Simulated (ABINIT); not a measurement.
# CdS (Hawleyite): G0W0 in ABINIT against the plane-wave cutoff

How does the gap of CdS (Hawleyite) converge in the plane-wave cutoff?

Method: PBE and many-body steps on it, plane waves, in ABINIT 10.8.3.

## 1. Set-up

Symmetry: F-43m, No. 216, cubic system. Conventional cell: a = 5.833 Å, b = 5.833 Å, c = 5.833 Å, α = 90.00°, β = 90.00°, γ = 90.00°. Nearest to Cd lie 4 S at 2.53 Å. S has 4 Cd at 2.53 Å nearest. Farther neighbours and most contacts between anions are not listed.

The cell and positions come from the Crystallography Open Database and are kept as given unless a step says otherwise.

## 2. Empty states on the mesh, 4×4×4 mesh, 339 bands

This step: ABINIT 10.8.3; DFT, PBE, plane waves, norm-conserving pseudopotentials.

The sums over transitions need many empty states on a uniform mesh; this step solves for them.

File run.abi:

```
acell 3*1.0 Angstrom
rprim 
  -0.000000000000 2.916500000000 2.916500000000
  2.916500000000 -0.000000000000 2.916500000000
  2.916500000000 2.916500000000 -0.000000000000
ntypat 2
znucl 48 16
natom 2
typat 1 2
xred 
  0.000000000000 0.000000000000 0.000000000000
  0.250000000000 0.250000000000 0.250000000000
pp_dirpath "pseudos"
pseudos "Cd.upf, S.upf"
ecut 47
ngkpt 4 4 4
nshiftk 1
shiftk 0 0 0
kptopt 1
chksymbreak 0
irdden 1
istwfk *1
nband 339
prtvol 0
optdriver 6
gwr_task "HDIAGO"
paral_kgb 0
occopt 1
indata_prefix "in"
outdata_prefix "out"
tmpdata_prefix "tmp"
```

Run with:

```console
> OMP_NUM_THREADS=1 mpirun -n 8 abinit run.abi > log
```

Numbers of over 12 decimals in the logs are rounded to 6 here.

What it wrote:

```text
.Version 10.8.3 of ABINIT. v10.8.2 released Aug 2026.

 Symmetries : space group F-4 3 m (#216); Bravais cF (face-center cubic)
[... echo of the input left out ...]
== DATASET  1 ==================================================================
-   mpi_nproc: 8, omp_nthreads: 1 (-1 if OMP is not activated)

--- !DatasetInfo
iteration_state: {dtset: 1, }
dimensions: {natom: 2, nkpt: 8, mband: 339, nsppol: 1, nspinor: 1, nspden: 1, mpw: 5180, }
cutoff_energies: {ecut:  47.0, pawecutdg:  -1.0, }
[...]
Direct band gap semiconductor
 Fundamental gap:     1.145 (eV)
   VBM:     4.366 (eV) at k: [ 0.0000E+00,  0.0000E+00,  0.0000E+00]
   CBM:     5.511 (eV) at k: [ 0.0000E+00,  0.0000E+00,  0.0000E+00]
 Direct gap:         1.145 (eV) at k: [ 0.0000E+00,  0.0000E+00,  0.0000E+00]

== END DATASET(S) ==============================================================
================================================================================

 -outvars: echo values of variables after computation  --------
           etotal      0.0000000000E+00
            nband         339
             nkpt           8
          spgroup         216
 [... the other variables as echoed above ...]

 Calculation completed.
```

The job ended after 70 s (8 MPI ranks of AMD EPYC 7R43, shared host; peak memory 12 GiB; 9.3 min of CPU time).

This step gave:

```
gap                                                           : 1.145 eV
k of the valence top                                          : 0, 0, 0
k of the conduction bottom                                    : 0, 0, 0
least direct gap                                              : 1.145 eV
k points computed                                             : 8
lowest point of the top converged band, above the valence top : 189.0455 eV
```

On this mesh the gap is 1.145 eV.

The density comes from a self-consistent run that is not shown.

## 3. Empty states on the mesh, 4×4×4 mesh, 101 bands

Edit run.abi of step 2 so:

```diff
@@ -14,3 +14,3 @@
 pseudos "Cd.upf, S.upf"
-ecut 47
+ecut 28
 ngkpt 4 4 4
@@ -22,3 +22,3 @@
 istwfk *1
-nband 339
+nband 101
 prtvol 0
```

What it wrote:

```text
[banner, memory and clock lines left out]
.Version 10.8.3 of ABINIT. v10.8.2 released Aug 2026.

 Symmetries : space group F-4 3 m (#216); Bravais cF (face-center cubic)
[... echo of the input left out ...]
== DATASET  1 ==================================================================
-   mpi_nproc: 8, omp_nthreads: 1 (-1 if OMP is not activated)

--- !DatasetInfo
iteration_state: {dtset: 1, }
dimensions: {natom: 2, nkpt: 8, mband: 101, nsppol: 1, nspinor: 1, nspden: 1, mpw: 2421, }
cutoff_energies: {ecut:  28.0, pawecutdg:  -1.0, }
[...]
Integrated=    2.6000E+01

 === KS gaps after direct diagonalization ===
 Direct band gap semiconductor
 Fundamental gap:     1.177 (eV)
   VBM:     4.378 (eV) at k: [ 0.0000E+00,  0.0000E+00,  0.0000E+00]
   CBM:     5.555 (eV) at k: [ 0.0000E+00,  0.0000E+00,  0.0000E+00]
 Direct gap:         1.177 (eV) at k: [ 0.0000E+00,  0.0000E+00,  0.0000E+00]

== END DATASET(S) ==============================================================

 -outvars: echo values of variables after computation  --------
           etotal      0.0000000000E+00
            nband         101
             nkpt           8
          spgroup         216
 [... the other variables as echoed above ...]

 Calculation completed.
```

Wall time 23 s (8 MPI ranks); peak memory 2.9 GiB.

Numbers from this step:

* gap: 1.177 eV
* k of the valence top: 0, 0, 0
* k of the conduction bottom: 0, 0, 0
* least direct gap: 1.177 eV
* k points computed: 8
* lowest point of the top converged band, above the valence top: 71.3868 eV

On this mesh the gap is 1.177 eV.

## 4. Empty states on the mesh, 4×4×4 mesh, 101 bands

Edit run.abi of step 3 so:

```diff
@@ -14,3 +14,3 @@
 pseudos "Cd.upf, S.upf"
-ecut 28
+ecut 38
 ngkpt 4 4 4
@@ -20,2 +20,3 @@
 chksymbreak 0
+iscf -2
 irdden 1
@@ -23,7 +24,6 @@
 nband 101
+nbdbuf 8
+tolwfr 1e-09
+nstep 60
 prtvol 0
-optdriver 6
-gwr_task "HDIAGO"
-paral_kgb 0
-occopt 1
 indata_prefix "in"
```

What it wrote:

```text
.Version 10.8.3 of ABINIT. v10.8.2 released Aug 2026.

 Symmetries : space group F-4 3 m (#216); Bravais cF (face-center cubic)
[... echo of the input left out ...]
== DATASET  1 ==================================================================
-   mpi_nproc: 8, omp_nthreads: 1 (-1 if OMP is not activated)

--- !DatasetInfo
iteration_state: {dtset: 1, }
dimensions: {natom: 2, nkpt: 8, mband: 101, nsppol: 1, nspinor: 1, nspden: 1, mpw: 3759, }
cutoff_energies: {ecut:  38.0, pawecutdg:  -1.0, }
[...]
2.70303    2.71644    2.71644    2.71644    2.74526    2.74526    2.81313    2.81313
   2.81313    2.86998    2.86998    2.86998    2.90543    2.90543    3.07167    3.07225
   3.07459    3.08599    3.08673    3.08739    3.08923
 prteigrs : prtvol=0 or 1, do not print more k-points.

== END DATASET(S) ==============================================================
================================================================================

 -outvars: echo values of variables after computation  --------
            nband         101
             nkpt           8
          spgroup         216
 [... the other variables as echoed above ...]

 Calculation completed.
```

Elapsed: 32 s, on 8 MPI ranks; peak memory 0.65 GiB.

This step gave:

```
gap                                                           : 1.147 eV
k of the valence top                                          : 0, 0, 0
k of the conduction bottom                                    : 0, 0, 0
least direct gap                                              : 1.147 eV
k points computed                                             : 8
lowest point of the top converged band, above the valence top : 71.3844 eV
```

On this mesh the gap is 1.147 eV.

## 5. Empty states on the mesh, 4×4×4 mesh, 101 bands

Edit run.abi of step 4 so:

```diff
@@ -14,3 +14,3 @@
 pseudos "Cd.upf, S.upf"
-ecut 38
+ecut 59
 ngkpt 4 4 4
```

What it wrote:

```text
.Version 10.8.3 of ABINIT. v10.8.2 released Aug 2026.

 Symmetries : space group F-4 3 m (#216); Bravais cF (face-center cubic)
[... echo of the input left out ...]
== DATASET  1 ==================================================================
-   mpi_nproc: 8, omp_nthreads: 1 (-1 if OMP is not activated)

--- !DatasetInfo
iteration_state: {dtset: 1, }
dimensions: {natom: 2, nkpt: 8, mband: 101, nsppol: 1, nspinor: 1, nspden: 1, mpw: 7343, }
cutoff_energies: {ecut:  59.0, pawecutdg:  -1.0, }
[...]
2.70287    2.71627    2.71627    2.71627    2.74510    2.74510    2.81309    2.81309
   2.81309    2.86988    2.86988    2.86988    2.90538    2.90538    3.07154    3.07199
   3.07434    3.08593    3.08632    3.08690    3.08906
 prteigrs : prtvol=0 or 1, do not print more k-points.

== END DATASET(S) ==============================================================
================================================================================

 -outvars: echo values of variables after computation  --------
            nband         101
             nkpt           8
          spgroup         216
 [... the other variables as echoed above ...]

 Calculation completed.
```

Wall time 56 s (8 MPI ranks); peak memory 0.78 GiB.

Numbers from this step:

```
gap                                                           : 1.145 eV
k of the valence top                                          : 0, 0, 0
k of the conduction bottom                                    : 0, 0, 0
least direct gap                                              : 1.145 eV
k points computed                                             : 8
lowest point of the top converged band, above the valence top : 71.3834 eV
```

On this mesh the gap is 1.145 eV.

## 6. Screening, 4×4×4 mesh, 93 bands, screening to 163.3 eV

The RPA dielectric matrix is built and inverted for each q.

This step: RPA screening on PBE, plane waves, norm-conserving pseudopotentials.

Edit run.abi of step 5 so:

```diff
@@ -14,3 +14,3 @@
 pseudos "Cd.upf, S.upf"
-ecut 59
+ecut 28
 ngkpt 4 4 4
@@ -20,10 +20,11 @@
 chksymbreak 0
-iscf -2
-irdden 1
 istwfk *1
-nband 101
-nbdbuf 8
-tolwfr 1e-09
-nstep 60
-prtvol 0
+occopt 1
+irdwfk 1
+optdriver 3
+nband 93
+ecuteps 6
+inclvkb 2
+awtr 1
+symchi 1
 indata_prefix "in"
```

What it wrote:

```text
.Version 10.8.3 of ABINIT. v10.8.2 released Aug 2026.

 Symmetries : space group F-4 3 m (#216); Bravais cF (face-center cubic)
[... echo of the input left out ...]
== DATASET  1 ==================================================================
-   mpi_nproc: 8, omp_nthreads: 1 (-1 if OMP is not activated)

--- !DatasetInfo
iteration_state: {dtset: 1, }
dimensions: {natom: 2, nkpt: 8, mband: 93, nsppol: 1, nspinor: 1, nspden: 1, mpw: 2421, }
cutoff_energies: {ecut:  28.0, pawecutdg:  -1.0, }
electrons: {nelect:   2.60000000E+01, charge:   0.00000000E+00, occopt:   1.00000000E+00, tsmear:   1.00000000E-02, }

 SCREENING: Calculation of the susceptibility and dielectric matrices

 Based on a program developped by R.W. Godby, V. Olevano, G. Onida, and L. Reining.
 Incorporated in ABINIT by V. Olevano, G.-M. Rignanese, and M. Torrent.
.Using double precision arithmetic ; gwpc =  8

[... cell and pseudopotentials left out ...]
--------------------------------------------------------------------------------

 ==== K-mesh for the wavefunctions ====
 Number of points in the irreducible wedge :     8
[... list of points left out ...]
 Together with 24 symmetry operations and time-reversal symmetry
 yields    64 points in the full Brillouin Zone.

 ==== Q-mesh for the screening function ====
 Number of points in the irreducible wedge :     8
[... list of points left out ...]
 Together with 24 symmetry operations and time-reversal symmetry
 yields    64 points in the full Brillouin Zone.

 setmesh: FFT mesh size selected  =    27x   27x   27
          total number of points  =        19683

 vcoul_init : cutoff-mode = AUXILIARY_FUNCTION
 q-points for optical limit:   1
     1)      0.000010    0.000020    0.000030

- screening: taking advantage of time-reversal symmetry
- Maximum band index for partially occupied states nbvw = 13
- Remaining bands to be divided among processors   nbcw = 80
- Number of bands treated by each node ~10

 Number of electrons calculated from density =   26.0000; Expected =   26.0000
 average of density, n =  0.077653
 r_s =    1.4541
 omega_plasma =   26.8804 [eV]

 calculating chi0 at frequencies [eV] :
  1    0.000000E+00    0.000000E+00
  2    0.000000E+00    2.688042E+01

--------------------------------------------------------------------------------
  q-point number  1        q = ( 0.000000, 0.000000, 0.000000) [r.l.u.]
--------------------------------------------------------------------------------
[... chi0 elements left out ...]
 For q-point:  0.000010 0.000020 0.000030
  dielectric constant =  10.5831
  dielectric constant without local fields =  11.2855

  Average fulfillment of the sum rule on Im[epsilon] for q-point    1 :     58.87  [%]
[... wings left out ...]
  q-point number  2        q = ( 0.250000, 0.000000, 0.000000) [r.l.u.]
--------------------------------------------------------------------------------
[... chi0 elements left out ...]
  Average fulfillment of the sum rule on Im[epsilon] for q-point    2 :     72.43  [%]

 [... 6 further q-points ...]
```

It took 26 s on 8 MPI ranks; peak memory 1.2 GiB.

This step gave:

```yaml
eps_infinity_with_local_fields_on_this_mesh_along_the_program_s_q_direction: 10.58
the_same_without_local_fields: 11.29
plasma_frequency: 26.88 eV
plane_waves_in_the_screening_matrix: 259
```

Local fields lower ε∞ by 6 %. On a Γ-centred mesh this coarse the value itself is usually too large, while a short band sum pulls it down.

## 7. 28 Ha

This step: G0W0 on PBE, plane waves, norm-conserving pseudopotentials.

Edit run.abi of step 6 so:

```diff
@@ -23,8 +23,15 @@
 irdwfk 1
-optdriver 3
+optdriver 4
 nband 93
+gwcalctyp 0
+ecutsigx 28
+symsigma 1
+nkptgw 1
+kptgw 
+  0.0000000000 0.0000000000 0.0000000000
+bdgw 
+  11 17
 ecuteps 6
-inclvkb 2
-awtr 1
-symchi 1
+irdscr 1
+ppmodel 1
 indata_prefix "in"
```

What it wrote:

```text
.Version 10.8.3 of ABINIT. v10.8.2 released Aug 2026.

 Symmetries : space group F-4 3 m (#216); Bravais cF (face-center cubic)
[... echo of the input left out ...]
== DATASET  1 ==================================================================
-   mpi_nproc: 8, omp_nthreads: 1 (-1 if OMP is not activated)

--- !DatasetInfo
iteration_state: {dtset: 1, }
dimensions: {natom: 2, nkpt: 8, mband: 93, nsppol: 1, nspinor: 1, nspden: 1, mpw: 2421, }
cutoff_energies: {ecut:  28.0, pawecutdg:  -1.0, }
electrons: {nelect:   2.60000000E+01, charge:   0.00000000E+00, occopt:   1.00000000E+00, tsmear:   1.00000000E-02, }

 SIGMA: Calculation of the GW corrections

 Based on a program developped by R.W. Godby, V. Olevano, G. Onida, and L. Reining.
 Incorporated in ABINIT by V. Olevano, G.-M. Rignanese, and M. Torrent.
.Using double precision arithmetic ; gwpc =  8

[... cell and pseudopotentials left out ...]
--------------------------------------------------------------------------------

 ==== K-mesh for the wavefunctions ====
 Number of points in the irreducible wedge :     8
[... list of points left out ...]
 Together with 24 symmetry operations and time-reversal symmetry
 yields    64 points in the full Brillouin Zone.

 ==== Q-mesh for screening function ====
 Number of points in the irreducible wedge :     8
[... list of points left out ...]
 Together with 24 symmetry operations and time-reversal symmetry
 yields    64 points in the full Brillouin Zone.

 vcoul_init : cutoff-mode = AUXILIARY_FUNCTION
 q-points for optical limit:   1
     1)      0.000010    0.000020    0.000030
 setmesh: FFT mesh size selected  =    40x   40x   40
          total number of points  =        64000

 Number of electrons calculated from density =   26.0000; Expected =   26.0000
 average of density, n =  0.077653
 r_s =    1.4541
 omega_plasma =   26.8804 [eV]

 === KS Band Gaps ===
  >>>> For spin  1
   Minimum direct gap =   1.1774 [eV], located at k-point      :   0.0000  0.0000  0.0000
   Fundamental gap    =   1.1774 [eV], Top of valence bands at :   0.0000  0.0000  0.0000
                                       Bottom of conduction at :   0.0000  0.0000  0.0000
 SIGMA fundamental parameters:
 PLASMON POLE MODEL  1
 number of plane-waves for SigmaX                 2421
 number of plane-waves for SigmaC and W            259
 number of plane-waves for wavefunctions          2421
 number of bands                                    93
 number of independent spin polarizations            1
 number of spinorial components                      1
 number of k-points in IBZ                           8
 number of q-points in IBZ                           8
 number of symmetry operations                      24
 number of k-points in BZ                           64
 number of q-points in BZ                           64
 number of frequencies for dSigma/dE                 9
 frequency step for dSigma/dE [eV]                0.25
 number of omega for Sigma on real axis              0
 max omega for Sigma on real axis  [eV]           0.00
 zcut for avoiding poles [eV]                     0.10

 EPSILON^-1 parameters (SCR file):
 dimension of the eps^-1 matrix on file            259
 dimension of the eps^-1 matrix used               259
 number of plane-waves for wavefunctions          2421
 number of bands                                    93
 number of q-points in IBZ                           8
 number of frequencies                               2
 number of real frequencies                          1
 number of imag frequencies                          1

 matrix elements of self-energy operator (all in [eV])

 Perturbative Calculation

--- !SelfEnergy_ee
iteration_state: {dtset: 1, }
kpoint     : [   0.000,    0.000,    0.000, ]
spin       : 1
KS_gap     :    1.177
QP_gap     :    2.085
Delta_QP_KS:    0.908
data: !SigmaeeData |
     Band     E0 <VxcDFT>   SigX SigC(E0)      Z dSigC/dE  Sig(E)    E-E0       E
       11   4.378 -15.364 -18.375   2.173   0.782  -0.278 -16.020  -0.655   3.723
       12   4.378 -15.364 -18.375   2.173   0.782  -0.278 -16.020  -0.655   3.723
       13   4.378 -15.364 -18.375   2.173   0.782  -0.278 -16.020  -0.655   3.723
       14   5.555 -10.575  -6.597  -3.668   0.813  -0.230 -10.323   0.253   5.808
       15  10.886 -10.637  -5.790  -4.203   0.811  -0.233 -10.115   0.523  11.409
       16  10.886 -10.637  -5.790  -4.203   0.811  -0.233 -10.115   0.523  11.409
       17  10.886 -10.637  -5.790  -4.203   0.811  -0.233 -10.115   0.523  11.409

== END DATASET(S) ==============================================================
================================================================================

 -outvars: echo values of variables after computation  --------
           etotal      0.0000000000E+00
            nband          93
             nkpt           8
          spgroup         216
 [... the other variables as echoed above ...]

 Calculation completed.
```

Wall time 9.8 s (8 MPI ranks); peak memory 1.2 GiB.

Numbers from this step:

```
G0W0 gap on the points computed              : 2.085 eV
starting gap on the mesh                     : 1.177 eV
k of the valence top                         : 0, 0, 0
k of the conduction bottom                   : 0, 0, 0
Z at the valence top                         : 0.782
Z at the conduction bottom                   : 0.813
least direct G0W0 gap on the computed points : 2.085 eV
```

(Part 1 of 2 ends here.)

[Paths, hosts, dates, memory and timing lines, banners, echoed tables and standing remarks are left out of the program output.]

[Logs are printed without paths, hosts, clocks, repeated set-up lines and the standing remarks that a program may print on its own settings, such as how far it seeks lower states.]

[Runs of the session that timed out or met a known fault of the program may be left out.]

[No measured gap is set beside runs whose start may be inverted or whose files or cutoffs have a known fault.]

[Hosts, paths, dates, database ids (printed as entryN), source tags and the programs' standing remarks are cut or masked in the printed files.]

[G0W0 gaps are taken among the corrected bands and points alone; a level outside them can change the order at an edge.]

[Where Ansatz stands beside ABINIT at settings called matched, ABINIT's density can come from a denser mesh and the files from another edition; pairs whose starting gaps differed by over 0.03 eV were left out, so agreement reads better than it is.]
